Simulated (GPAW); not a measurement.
# Does Fe3Co13 (fcc Co13Fe3) carry moments in GPAW?, part 2 of 2

Wanted: the moments of Fe3Co13 (fcc Co13Fe3) and the energy gained by spin polarisation.

GPAW 26.7.0; PBE; plane waves with GPAW's PAW setups, scalar-relativistic.

So far. Step 2 (Start 1: ferro ++++++++++++++++): After 35 cycles the largest moment stands at 2.61 μB.

**3. Start 2: no spin polarisation**

This run holds no moments, which gives a state to set the others against.

nospin.py

```python
import json
import numpy as np
from ase import Atoms
from ase.parallel import paropen, parprint
from gpaw import GPAW

atoms = Atoms(['Fe', 'Co', 'Co', 'Co', 'Fe', 'Co', 'Co', 'Co', 'Co', 'Co', 'Co', 'Co', 'Fe', 'Co', 'Co', 'Co'],
    cell=[[7.10525, 0.0, 0.0],
         [0.0, 7.10525, 0.0],
         [0.0, 0.0, 3.552625]],
    scaled_positions=[[0.0, 0.0, 0.0],
         [0.0, 0.25, 0.5],
         [0.25, 0.0, 0.5],
         [0.25, 0.25, 0.0],
         [0.0, 0.5, 0.0],
         [0.0, 0.75, 0.5],
         [0.25, 0.5, 0.5],
         [0.25, 0.75, 0.0],
         [0.5, 0.0, 0.0],
         [0.5, 0.25, 0.5],
         [0.75, 0.0, 0.5],
         [0.75, 0.25, 0.0],
         [0.5, 0.5, 0.0],
         [0.5, 0.75, 0.5],
         [0.75, 0.5, 0.5],
         [0.75, 0.75, 0.0]],
    pbc=True)
atoms.calc = GPAW(mode={'name': 'pw', 'ecut': 450},
    xc='PBE',
    kpts={'size': (6, 6, 11), 'gamma': True},
    occupations={'name': 'fermi-dirac', 'width': 0.05},
    convergence={'density': 1e-05, 'energy': 1e-05},
    maxiter=200,
    mixer={'name': 'pulay', 'beta': 0.04, 'nmaxold': 8, 'weight': 100},
    symmetry={'tolerance': 1e-4},
    txt='nospin.txt')
e = atoms.get_potential_energy(force_consistent=True)
res = {'free_energy': e, 'energy_sigma0': atoms.get_potential_energy(), 'fermi_energy': atoms.calc.get_fermi_level()}
parprint(f'free energy: {e:.6f} eV')
atoms.calc.write('nospin.gpw')
with paropen('results.json', 'w') as f:
    json.dump(res, f)
```

Run with:

```bash
$ OMP_NUM_THREADS=1 mpirun -n 4 gpaw python nospin.py > nospin.log
```

Numbers of over 12 decimals in the logs are rounded to 6 here.

Log:

```text
free energy: -128.570481 eV

--- nospin.txt ---
Input parameters:
  mode=PW(ecut=450),
  convergence={'density': 1e-05, 'energy': 1e-05},
  kpts=MonkhorstPack(size=(6, 6, 11), gamma=True),
  maxiter=200,
  mixer=Pulay(name='pulay', nmaxold=8, beta=0.04, weight=100, sigma=0.015, g_ss=None),
  occupations=Occupations(name='fermi-dirac', width=0.05),
  symmetry=Symmetry(tolerance=0.0001),
  xc=XC(name='PBE')

Diagonalizing LCAO Hamiltonian
Converting LCAO to pw mode
     .----------------.
    /|                |
   / |                |
  / Co       Co       |
 *   .-Co-------Co----.
 |Co/   Co Co    Co  /
 | FeCo    Fe Co    /
 |/   Co       Co  /
 Fe------Co-------*

Atoms  # Å, Bohr magnetons
|    | symbol |        x |        y |        z |    initial magnetic moments |
|----|--------|----------|----------|----------|-----------------------------|
|  0 |     Fe | 0.000000 | 0.000000 | 0.000000 | ( 0.0000,  0.0000,  0.0000) |
|  1 |     Co | 0.000000 | 1.776312 | 1.776312 | ( 0.0000,  0.0000,  0.0000) |
|  2 |     Co | 1.776312 | 0.000000 | 1.776312 | ( 0.0000,  0.0000,  0.0000) |
|  3 |     Co | 1.776312 | 1.776312 | 0.000000 | ( 0.0000,  0.0000,  0.0000) |
|  4 |     Fe | 0.000000 | 3.552625 | 0.000000 | ( 0.0000,  0.0000,  0.0000) |
|  5 |     Co | 0.000000 | 5.328938 | 1.776312 | ( 0.0000,  0.0000,  0.0000) |
|  6 |     Co | 1.776312 | 3.552625 | 1.776312 | ( 0.0000,  0.0000,  0.0000) |
|  7 |     Co | 1.776312 | 5.328938 | 0.000000 | ( 0.0000,  0.0000,  0.0000) |
|  8 |     Co | 3.552625 | 0.000000 | 0.000000 | ( 0.0000,  0.0000,  0.0000) |
|  9 |     Co | 3.552625 | 1.776312 | 1.776312 | ( 0.0000,  0.0000,  0.0000) |
| 10 |     Co | 5.328938 | 0.000000 | 1.776312 | ( 0.0000,  0.0000,  0.0000) |
| 11 |     Co | 5.328938 | 1.776312 | 0.000000 | ( 0.0000,  0.0000,  0.0000) |
| 12 |     Fe | 3.552625 | 3.552625 | 0.000000 | ( 0.0000,  0.0000,  0.0000) |
| 13 |     Co | 3.552625 | 5.328938 | 1.776312 | ( 0.0000,  0.0000,  0.0000) |
| 14 |     Co | 5.328938 | 3.552625 | 1.776312 | ( 0.0000,  0.0000,  0.0000) |
| 15 |     Co | 5.328938 | 5.328938 | 0.000000 | ( 0.0000,  0.0000,  0.0000) |

Unit cell  # Å
| periodic |        x |        y |        z |  lengths |    angles |
|----------|----------|----------|----------|----------|-----------|
|      yes | 7.105250 | 0.000000 | 0.000000 | 7.105250 | 90.000000 |
|      yes | 0.000000 | 7.105250 | 0.000000 | 7.105250 | 90.000000 |
|      yes | 0.000000 | 0.000000 | 3.552625 | 3.552625 | 90.000000 |

Number of symmetries: 8

BZ-sampling:
  Number of BZ points: 396
  Number of IBZ points: 96

  Monkhorst-Pack size: [6, 6, 11]
  Monkhorst-Pack shift: [0.083333, 0.083333, 0.0]

Plane wave coefficients: 3932
Cutoff: 450.000000 eV

Spin-components: 1 (collinear spins)
Bands:           89
Projectors:      96
Spin-degeneracy: 2
Datatype:        complex128

Parallelization:
  kpt:    4
  domain: 1
  band:   1

Density:
  Valence electrons: 141.0
  Components: 1
  Grid points: [35 35 18]
  Charge: 0.0  # |e|

Potential:
  Grid points: [35 35 18]

[... setups left out ...]
Reference energy: -596593.592574  # eV

eigensolver:
  PPCG
  Converge bands: occupied
  niter=2

density mixing:
  Pulay-Mixer
  Linear mixing parameters: 0.04
  Old densities: 8
  Fourier metric: weight=100, sigma=0.015

occupation numbers:
  Fermi-Dirac:
    width: 0.0500  # eV

poisson solver:
  ecut: 3600.000000  # eV

xc functional:
  name: PBE with 2 nearest neighbor stencil

convergence criteria:
- Maximum integral of absolute [dens]ity change: 1e-05 electrons / valence electron
- Maximum [total energy] change in last 3 cyles: 1e-05 eV / valence electron
- Maximum integral of absolute [eigenst]ate change: 4e-08 eV^2 / valence electron
maximum number of iterations: 200

SCF iterations
|iter     |      energy | eigst |  dens |
|---------|-------------|-------|-------|
|iter:   1|       0s | -128.830693 | +0.50 |       |
|iter:   2|      20s | -129.013721 | -0.96 | -1.45 |
|iter:   3|      40s | -128.690692 | -1.77 | -1.35 |
|iter:   4|      60s | -128.575732 | -2.46 | -1.50 |
|iter:   5|      81s | -128.377643 | -2.48 | -1.56 |
|iter:   6|     100s | -128.182525 | -1.63 | -1.67 |
|iter:   7|     120s | -128.183661 | -3.05 | -1.96 |
|iter:   8|     141s | -128.587137 | -1.71 | -2.00 |
|iter:   9|     161s | -128.488191 | -2.29 | -1.58 |
|iter:  10|     179s | -128.402299 | -1.98 | -1.76 |
[... 15 iterations left out ...]
|iter:  26|     478s | -128.416790c| -7.42c| -4.67 |
|iter:  27|     486s | -128.416788c| -7.57c| -4.71 |
|iter:  28|     495s | -128.416788c| -8.00c| -4.74 |
|iter:  29|     504s | -128.416788c| -8.21c| -4.74 |
|iter:  30|     512s | -128.416787c| -7.94c| -4.76 |
|iter:  31|     521s | -128.416787c| -8.28c| -4.79 |
|iter:  32|     530s | -128.416788c| -7.83c| -4.88 |
|iter:  33|     539s | -128.416788c| -8.67c| -4.98 |
|iter:  34|     548s | -128.416788c| -8.25c| -5.00 |
|iter:  35|     558s | -128.416789c| -8.90c| -5.01c|

Converged in 35 steps
Energy contributions relative to reference atoms: (reference = -596593.592574)

Energy contributions:
  Kinetic:          17.288284
  Coulomb:         -16.721364
  Zero:              3.863024
  External:          0.000000
  Xc:             -132.693041
  Entropy:          -0.307385
  Spinorbit:         0.000000
  ----------------------------
  Free energy:    -128.570481
  Extrapolated:   -128.416789

dipole moment: (-73.447280, -75.172832, -74.309487)  # |e|*Ang

Fermi level: 10.082
Eigenvalues  # (at kpt = [0.000, 0.000, 0.000])
| band index |      eig [eV] | occ [0-2] |
|------------|---------------|-----------|
|          0 |         1.396 |     2.000 |
|        ... |               |           |
|         62 |         9.595 |     2.000 |
|         63 |         9.597 |     2.000 |
|         64 |         9.662 |     2.000 |
|         65 |         9.679 |     1.999 |
|         66 |         9.713 |     1.999 |
|         67 |         9.713 |     1.999 |
|         68 |         9.932 |     1.905 |
|         69 |         9.932 |     1.905 |
|         70 |        10.108 |     0.746 |
|         71 |        10.163 |     0.330 |
|         72 |        10.325 |     0.015 |
|         73 |        10.534 |     0.000 |
|         74 |        10.534 |     0.000 |
|         75 |        10.555 |     0.000 |
|         76 |        10.560 |     0.000 |
|         77 |        10.562 |     0.000 |
|        ... |               |           |
|         88 |        12.126 |     0.000 |

No gap
No difference between direct/indirect transitions
```

Wall time 9.9 min (4 MPI ranks of Intel Xeon Platinum 8559C (Emerald Rapids), shared host); peak memory 1.6 GiB; 40 min of CPU time.

Read from the output:

* final state: non-magnetic (no spin polarisation)

It lies 222 meV a seeded atom over the first start.

**4. The states side by side**

These are free energies at a smearing of 0.05 eV, so its entropy term is in the differences. They are divided by the number of seeded atoms, so that cells of unlike size compare.

Orders:

| start | final state | typed order kept | energy over the lowest (meV a seeded atom) | largest site moment (μB) | net moment (μB a primitive cell) | mesh matched | CPU time (s) |
| --- | --- | --- | --- | --- | --- | --- | --- |
| ferro ++++++++++++++++ | ferromagnetic | yes | 0 | 2.606 | 29.04 | yes | 4977 |
| no spin polarisation | non-magnetic | - | 221.6 | 0 | 0 | yes | 2370 |

**5. What came out**

| Property | Result |
| --- | --- |
| lower run | with moments |
| largest site moment | 2.61 μB |
| energy gained by spin polarisation | 222 meV a seeded atom |

What this shows: The crystal holds moments, up to 2.61 μB, and gains 222 meV a seeded atom by them. No antiferromagnetic order was tried, so the session says nothing on how the moments order.

[Logs and program files are shortened in this print: banners, set-up blocks, solver, clock and traceback lines can be left out without a mark of their own.]

[Logs are printed without paths, hosts, clocks, repeated set-up lines and the standing remarks that a program may print on its own settings, such as how far it seeks lower states.]

[Hosts, paths, dates, database ids (printed as entryN), source tags and the programs' standing remarks are cut or masked in the printed files.]

[Where a cell is said to come from a database of computed structures, the database is the Materials Project.]
